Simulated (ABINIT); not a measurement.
# A GW chain in ABINIT: Ga2O3 (R-3c)

Aim: the G0W0 gap of Ga2O3 (R-3c) on LDA, step by step.

Method: LDA and many-body steps on it, plane waves, in ABINIT 10.8.3.

**The experiments to reproduce.**

- Gap 5.04 eV: direct optical gap from Tauc plot; UV-vis transmittance, Tauc plot; film on Al2O3 (“Ti Alloyed α-Ga2O3: Route towards Wide Band Gap Engineering”, 2020, pmc:7766553).

- Gap 5.3 eV: direct optical gap from Tauc plot, upper end of the 5.1-5.3 eV range over the samples; UV-visible transmission; film (mist-CVD epitaxial films grown with different carrier gases) on Al2O3 (0001) (“Influence of Carrier Gases on the Quality of Epitaxial Corundum-Structured α-Ga2O3 Films Grown by Mist Chemical Vapor Deposition Method”, 2019, pmc:6888560).

- Gap 5.3 eV: optical direct gap from Tauc plot, alpha-phase dominant buffer stack; UV-Vis transmittance, Tauc plot; film (as-grown alpha-(Al0.3Ga0.7)2O3/alpha-Ga2O3 double layer on c-plane sapphire, mist CVD, slight kappa admixture) on Al2O3 (“Controlled Crystallinity of a Sn-Doped α-Ga2O3 Epilayer Using Rapidly Annealed Double Buffer Layers”, 2024, pmc:10818942).

- Gap 5.2 eV: optical gap from Tauc plot assuming direct gap; largest value, film grown at 250 C; UV-vis transmittance/reflectance, Tauc plot; film on c-plane sapphire (“Low temperature growth and optical properties of alpha-Ga2O3 deposited on sapphire by plasma enhanced atomic layer deposition”, 2019, arxiv:1908.06914).

- Gap 5.62 ± 0.02 eV: lowest direct band-to-band transition E0, E parallel to c (M1-type CP); abstract instead prints 5.44 eV, which Table III gives as the exciton energy; generalized spectroscopic ellipsometry, critical-point model; 300 K; film (51.8 nm PAMBE film, fully lattice-relaxed) on m-plane Al2O3 (“Anisotropic dielectric functions, band-to-band transitions, and critical points in alpha-Ga2O3”, 2021, arxiv:2101.06595).

This is a selection; 2 further reports are not listed.

This is a report of a sequence of runs, with most program output left out.

## Step 1: Set-up

The structure is trigonal, space group R-3c (No. 167). Conventional cell: a = 4.997 Å, b = 4.997 Å, c = 13.451 Å, α = 90.00°, β = 90.00°, γ = 120.00°. Nearest to Ga lie 6 O at 1.93 to 2.08 Å. O has 4 Ga at 1.93 to 2.08 Å nearest. Farther neighbours and most contacts between anions are not listed.

The cell and positions are those that the Materials Project relaxed with its own functionals (PBE, PBE+U or r2SCAN), kept fixed. This is not the form that Ga2O3 usually takes at ambient conditions.

## Step 2: Ground state

This step: ABINIT 10.8.3; DFT, LDA, plane waves, norm-conserving pseudopotentials.

The ground-state density comes first.

File run.abi:

```
acell 3*1.0 Angstrom
rprim 
  2.498699193881 1.442624652211 4.483549768500
  -2.498699193881 1.442624652211 4.483549768500
  0.000000000000 -2.885249304422 4.483549768500
ntypat 2
znucl 31 8
natom 10
typat 1 1 1 1 2 2 2 2 2 2
xred 
  0.855585580000 0.855585580000 0.855585580000
  0.644414420000 0.644414420000 0.644414420000
  0.144414420000 0.144414420000 0.144414420000
  0.355585580000 0.355585580000 0.355585580000
  0.750000000000 0.446832820000 0.053167180000
  0.446832820000 0.053167180000 0.750000000000
  0.053167180000 0.750000000000 0.446832820000
  0.250000000000 0.553167180000 0.946832820000
  0.946832820000 0.250000000000 0.553167180000
  0.553167180000 0.946832820000 0.250000000000
pp_dirpath "pseudos"
pseudos "Ga.upf, O.upf"
ecut 45
ngkpt 4 4 4
nshiftk 1
shiftk 0 0 0
kptopt 1
chksymbreak 0
nband 69
occopt 1
tolvrs 1e-08
nstep 60
prtwf 0
optforces 0
optstress 0
indata_prefix "in"
outdata_prefix "out"
tmpdata_prefix "tmp"
```

Run with:

```console
OMP_NUM_THREADS=1 mpirun -n 4 abinit run.abi > log
```

Wall time 2.5 min (4 MPI ranks of Arm Neoverse V1, shared host); peak memory 0.6 GiB; 10 min of CPU time.

Numbers from this step:

- total energy: -29691.7064 eV
- gap: 2.774 eV
- k of the valence top: 0.25, 0, 0
- k of the conduction bottom: 0, 0, 0
- least direct gap: 2.991 eV

The gap is indirect, with the least direct gap 0.22 eV higher.

## Step 3: Bands along the symmetry lines

The cheap functional maps the bands first; the places of the edges decide which points the dearer methods must see.

Changes to run.abi since step 2:

```diff
@@ -23,14 +23,45 @@
 ecut 45
-ngkpt 4 4 4
-nshiftk 1
-shiftk 0 0 0
-kptopt 1
-chksymbreak 0
-nband 69
-occopt 1
-tolvrs 1e-08
-nstep 60
+iscf -2
+irdden 1
+kptopt 0
+nkpt 31
+kpt 
+  0.00000000 0.00000000 0.00000000
+  0.12500000 0.12500000 0.12500000
+  0.25000000 0.25000000 0.25000000
+  0.37500000 0.37500000 0.37500000
+  0.50000000 0.50000000 0.50000000
+  0.56607847 0.43392153 0.50000000
+  0.63215694 0.36784306 0.50000000
+  0.69823542 0.30176458 0.50000000
+  0.76431389 0.23568611 0.50000000
+  0.50000000 -0.23568611 0.23568611
+  0.50000000 -0.17676458 0.17676458
+  0.50000000 -0.11784306 0.11784306
+  0.50000000 -0.05892153 0.05892153
+  0.50000000 0.00000000 0.00000000
+  0.37500000 0.00000000 0.00000000
+  0.25000000 0.00000000 0.00000000
+  0.12500000 0.00000000 0.00000000
+  0.00000000 0.00000000 0.00000000
+  0.09196076 -0.09196076 0.00000000
+  0.18392153 -0.18392153 0.00000000
+  0.27588229 -0.27588229 0.00000000
+  0.36784305 -0.36784305 0.00000000
+  0.63215695 0.00000000 0.36784305
+  0.59911771 0.00000000 0.40088229
+  0.56607848 0.00000000 0.43392153
+  0.53303924 0.00000000 0.46696076
+  0.50000000 0.00000000 0.50000000
+  0.37500000 0.00000000 0.37500000
+  0.25000000 0.00000000 0.25000000
+  0.12500000 0.00000000 0.12500000
+  0.00000000 0.00000000 0.00000000
+istwfk *1
+nband 74
+nbdbuf 9
+tolwfr 1e-07
+nstep 50
 prtwf 0
-optforces 0
-optstress 0
+prtvol 0
 indata_prefix "in"
```

The job ended after 2.3 min (4 MPI ranks; peak memory 0.69 GiB; 9.1 min of CPU time).

This step gave:

| Property | Result |
| --- | --- |
| gap | 2.737 eV |
| k of the valence top | 0.1839, -0.1839, 0 |
| k of the conduction bottom | 0, 0, 0 |
| least direct gap | 2.991 eV |

The gap is 2.737 eV, −0.037 eV from the run before at this level.

Electronic bands along the path, in eV, zero at the top of the highest filled band:

| point | band 57 | band 58 | band 59 | band 60 | band 61 | band 62 | band 63 | band 64 |
| --- | --- | --- | --- | --- | --- | --- | --- | --- |
| Γ | -0.32 | -0.32 | -0.25 | -0.25 | 2.74 | 6.44 | 6.64 | 8.65 |
| halfway | -0.37 | -0.37 | -0.21 | -0.21 | 4.05 | 6.54 | 6.58 | 8.73 |
| T | -0.31 | -0.31 | -0.31 | -0.31 | 5.73 | 5.73 | 7.61 | 7.61 |
| halfway | -0.80 | -0.80 | -0.43 | -0.43 | 6.24 | 6.24 | 7.59 | 7.59 |
| H2 | -0.58 | -0.58 | -0.34 | -0.34 | 6.52 | 6.52 | 7.06 | 7.06 |
| jump to H0 | -0.58 | -0.58 | -0.34 | -0.34 | 6.52 | 6.52 | 7.06 | 7.06 |
| halfway | -0.57 | -0.57 | -0.23 | -0.23 | 6.25 | 6.25 | 6.72 | 6.72 |
| L | -0.99 | -0.99 | -0.15 | -0.15 | 6.24 | 6.24 | 6.54 | 6.54 |
| halfway | -0.61 | -0.57 | -0.19 | -0.04 | 4.29 | 6.28 | 7.12 | 7.96 |
| Γ | -0.32 | -0.32 | -0.25 | -0.25 | 2.74 | 6.44 | 6.64 | 8.65 |
| halfway | -0.65 | -0.26 | -0.24 | 0.00 | 4.76 | 6.14 | 7.18 | 7.68 |
| S0 | -0.62 | -0.52 | -0.49 | -0.18 | 6.34 | 6.42 | 7.00 | 7.00 |
| jump to S2 | -0.62 | -0.52 | -0.49 | -0.18 | 6.34 | 6.42 | 7.00 | 7.00 |
| halfway | -0.78 | -0.67 | -0.31 | -0.16 | 6.37 | 6.54 | 7.28 | 7.30 |
| F | -0.87 | -0.72 | -0.26 | -0.15 | 6.39 | 6.55 | 7.37 | 7.50 |
| halfway | -0.65 | -0.56 | -0.28 | -0.24 | 4.60 | 6.38 | 7.21 | 8.10 |
| Γ | -0.32 | -0.32 | -0.25 | -0.25 | 2.74 | 6.44 | 6.64 | 8.65 |

## Step 4: Empty states on the mesh, 2×2×2 mesh, 231 bands

The sums over transitions need many empty states on a uniform mesh; this step solves for them.

File run.abi:

```
acell 3*1.0 Angstrom
rprim 
  2.498699193881 1.442624652211 4.483549768500
  -2.498699193881 1.442624652211 4.483549768500
  0.000000000000 -2.885249304422 4.483549768500
ntypat 2
znucl 31 8
natom 10
typat 1 1 1 1 2 2 2 2 2 2
xred 
  0.855585580000 0.855585580000 0.855585580000
  0.644414420000 0.644414420000 0.644414420000
  0.144414420000 0.144414420000 0.144414420000
  0.355585580000 0.355585580000 0.355585580000
  0.750000000000 0.446832820000 0.053167180000
  0.446832820000 0.053167180000 0.750000000000
  0.053167180000 0.750000000000 0.446832820000
  0.250000000000 0.553167180000 0.946832820000
  0.946832820000 0.250000000000 0.553167180000
  0.553167180000 0.946832820000 0.250000000000
pp_dirpath "pseudos"
pseudos "Ga.upf, O.upf"
ecut 45
ngkpt 2 2 2
nshiftk 1
shiftk 0 0 0
kptopt 1
chksymbreak 0
iscf -2
irdden 1
istwfk *1
nband 231
nbdbuf 20
tolwfr 1e-09
nstep 60
prtvol 0
indata_prefix "in"
outdata_prefix "out"
tmpdata_prefix "tmp"
```

Wall time 1.9 min (4 MPI ranks); peak memory 0.47 GiB; 7.4 min of CPU time.

Numbers from this step:

| Quantity | Value |
| --- | --- |
| gap | 2.883 eV |
| k of the valence top | 0.5, 0.5, 0 |
| k of the conduction bottom | 0, 0, 0 |
| least direct gap | 2.991 eV |
| k points computed | 4 |
| lowest point of the top converged band, above the valence top | 70.8516 eV |

On this mesh the gap is 2.883 eV. The earlier step found 2.774 eV, so this mesh misses an edge.

## Step 5: Screening, 2×2×2 mesh, 211 bands, screening to 106.1 eV

The RPA dielectric matrix is built and inverted for each q.

This step: RPA screening on LDA, plane waves, norm-conserving pseudopotentials.

Changes to run.abi since step 4:

```diff
@@ -28,10 +28,11 @@
 chksymbreak 0
-iscf -2
-irdden 1
 istwfk *1
-nband 231
-nbdbuf 20
-tolwfr 1e-09
-nstep 60
-prtvol 0
+occopt 1
+irdwfk 1
+optdriver 3
+nband 211
+ecuteps 3.9
+inclvkb 2
+awtr 1
+symchi 1
 indata_prefix "in"
```

It took 2.5 min on 4 MPI ranks; peak memory 2.5 GiB; 9.9 min of CPU time.

Numbers from this step:

```yaml
eps_infinity_with_local_fields_on_this_mesh_along_the_program_s_q_direction: 5.076
the_same_without_local_fields: 5.293
plasma_frequency: 41.31 eV
plane_waves_in_the_screening_matrix: 247
```

Local fields lower ε∞ by 4 %. On a Γ-centred mesh this coarse the value itself is usually too large, while a short band sum pulls it down.

## Step 6: Self-energy, 2×2×2 mesh, 211 bands, screening to 106.1 eV

The self-energy is evaluated for the states that the input lists, and the levels follow from it, in one-shot runs by the linearised quasiparticle equation.

This step: G0W0 on LDA, plane waves, norm-conserving pseudopotentials.

Changes to run.abi since step 5:

```diff
@@ -31,8 +31,21 @@
 irdwfk 1
-optdriver 3
+optdriver 4
 nband 211
+gwcalctyp 0
+ecutsigx 45
+symsigma 1
+nkptgw 4
+kptgw 
+  0.0000000000 0.0000000000 0.0000000000
+  0.5000000000 0.0000000000 0.0000000000
+  0.5000000000 0.5000000000 0.0000000000
+  0.5000000000 0.5000000000 0.5000000000
+bdgw 
+  43 64
+  43 64
+  43 64
+  43 64
 ecuteps 3.9
-inclvkb 2
-awtr 1
-symchi 1
+irdscr 1
+ppmodel 1
 indata_prefix "in"
```

Wall time 1.8 min (4 MPI ranks); peak memory 3.1 GiB; 7.1 min of CPU time.

Numbers from this step:

| Property | Result |
| --- | --- |
| G0W0 gap on the mesh | 4.615 eV |
| starting gap on the mesh | 2.883 eV |
| k of the valence top | 0.5, 0.5, 0 |
| k of the conduction bottom | 0, 0, 0 |
| Z at the valence top | 0.805 |
| Z at the conduction bottom | 0.847 |
| least direct G0W0 gap on the computed points | 4.702 eV |

The gap on the mesh goes from 2.88 eV to 4.61 eV, a correction of +1.73 eV. The start differs from the 2.77 eV found before because the two sample other k points.

Limits: finite bands, cutoff and mesh; no spin-orbit coupling; coarse k mesh. v1 is the top filled band, c1 the lowest empty one. The levels before and after the correction (eV, zero at the valence-band top of each column):

|  | conduction bottom | valence top |
| --- | --- | --- |
| Kohn-Sham | 2.88 | 0.00 |
| G0W0 | 4.62 | 0.00 |

|  | level | energy (eV) |
| --- | --- | --- |
| Kohn-Sham | Γ v3 | -0.178 |
| Kohn-Sham | Γ v2-v1 | -0.108 |
| Kohn-Sham | Γ c1 | 2.883 |
| Kohn-Sham | Γ c2 | 6.586 |
| Kohn-Sham | Γ c3 | 6.787 |
| Kohn-Sham | (0.5 0.5 0) v3 | -0.575 |
| Kohn-Sham | (0.5 0.5 0) v2 | -0.110 |
| Kohn-Sham | (0.5 0.5 0) v1 | 0.000 |
| Kohn-Sham | (0.5 0.5 0) c1 | 6.540 |
| Kohn-Sham | (0.5 0.5 0) c2 | 6.700 |
| Kohn-Sham | (0.5 0.5 0) c3 | 7.511 |
| G0W0 | Γ v3 | -0.208 |
| G0W0 | Γ v2-v1 | -0.087 |
| G0W0 | Γ c1 | 4.615 |
| G0W0 | Γ c2 | 8.996 |
| G0W0 | Γ c3 | 8.783 |
| G0W0 | (0.5 0.5 0) v3 | -0.593 |
| G0W0 | (0.5 0.5 0) v2 | -0.095 |
| G0W0 | (0.5 0.5 0) v1 | 0.000 |
| G0W0 | (0.5 0.5 0) c1 | 8.755 |
| G0W0 | (0.5 0.5 0) c2 | 9.041 |
| G0W0 | (0.5 0.5 0) c3 | 9.822 |

## Step 7: Where the time went

Times are wall times on 4 MPI ranks of Arm Neoverse V1, shared host, good to a factor of about two.

| step | time | share | memory (GiB) |
| --- | --- | --- | --- |
| ground state | 2.5 min | 23 % | 0.6 |
| bands along the symmetry lines | 2.3 min | 21 % | 0.69 |
| empty states on the mesh | 1.9 min | 17 % | 0.47 |
| screening | 2.5 min | 23 % | 2.5 |
| self-energy | 1.8 min | 16 % | 3.1 |

## Step 8: Results

```yaml
lda_gap: 2.74 eV, indirect
g0w0_gap_on_the_mesh: 4.61 eV
g0w0_gap_over_the_zone_rigid_shift: 4.47 eV
gw_settings: 2×2×2 mesh, 211 bands, screening to 106.1 eV, Godby-Needs plasmon pole
known_limits: not at the basis limit; no spin-orbit coupling; coarse k mesh
```

What this shows: G0W0 moves the gap on the mesh from 2.88 eV to 4.61 eV (+1.73 eV), with Z of 0.81 and 0.85 at the edges. The mesh misses the band edges by 0.15 eV in all; a rigid shift gives 4.47 eV for the zone. Local fields lower the RPA ε∞ on this mesh from 5.29 to 5.08; a Γ-centred mesh this coarse tends to raise both, most where the direct gap is narrow, while a short band sum lowers them. Against experiment, by G0W0@LDA: the direct gap of 4.70 eV lies −0.34 eV from the measured 5.04 eV (direct, on Al2O3, 2020); the direct gap of 4.70 eV lies −0.60 eV from the measured 5.3 eV (direct, on Al2O3 (0001), 2019); the direct gap of 4.70 eV lies −0.60 eV from the measured 5.3 eV (direct, on Al2O3, 2024); the direct gap of 4.70 eV lies −0.50 eV from the measured 5.2 eV (direct, on c-plane sapphire, 2019); the direct gap of 4.70 eV lies −0.92 eV from the measured 5.62 ± 0.02 eV (direct, 300 K, on m-plane Al2O3, 2021). An exciton line or allowed optical edge lies below the quasiparticle gap by the binding energy; a forbidden edge can push the onset above it. The calculation has static nuclei and no excitons; a measured gap holds zero-point and thermal motion, which mostly lowers it. Against the values above the computed gap that would widen the miss. A likelier cause is too strong a screening: the start's gap is only 2.88 eV, the mesh is coarse, and one shot does not repair that. Bands and cutoff are finite, so the gap is not at the basis limit. The miss can reach some tenths of an eV and take either sign; the mesh is an error of its own. A denser mesh or path gives a starting gap of 2.74 eV: the GW mesh misses a band edge, so its gaps are not the fundamental one. The 2×2×2 mesh is coarse for this cell, which bears on the long-range parts of exchange and screening. The many-body steps are scalar-relativistic: spin-orbit coupling is not in them.

[Paths, hosts, dates, memory and timing lines, banners, echoed tables and standing remarks are left out of the program output.]

[Logs are printed without paths, hosts, clocks, repeated set-up lines and the standing remarks that a program may print on its own settings, such as how far it seeks lower states.]

[Runs of the session that timed out or met a known fault of the program may be left out.]

[No measured gap is set beside runs whose start may be inverted or whose files or cutoffs have a known fault.]

[Hosts, paths, dates, database ids (printed as entryN), source tags and the programs' standing remarks are cut or masked in the printed files.]

[G0W0 gaps are taken among the corrected bands and points alone; a level outside them can change the order at an edge.]

[Where Ansatz stands beside ABINIT at settings called matched, ABINIT's density can come from a denser mesh and the files from another edition; pairs whose starting gaps differed by over 0.03 eV were left out, so agreement reads better than it is.]
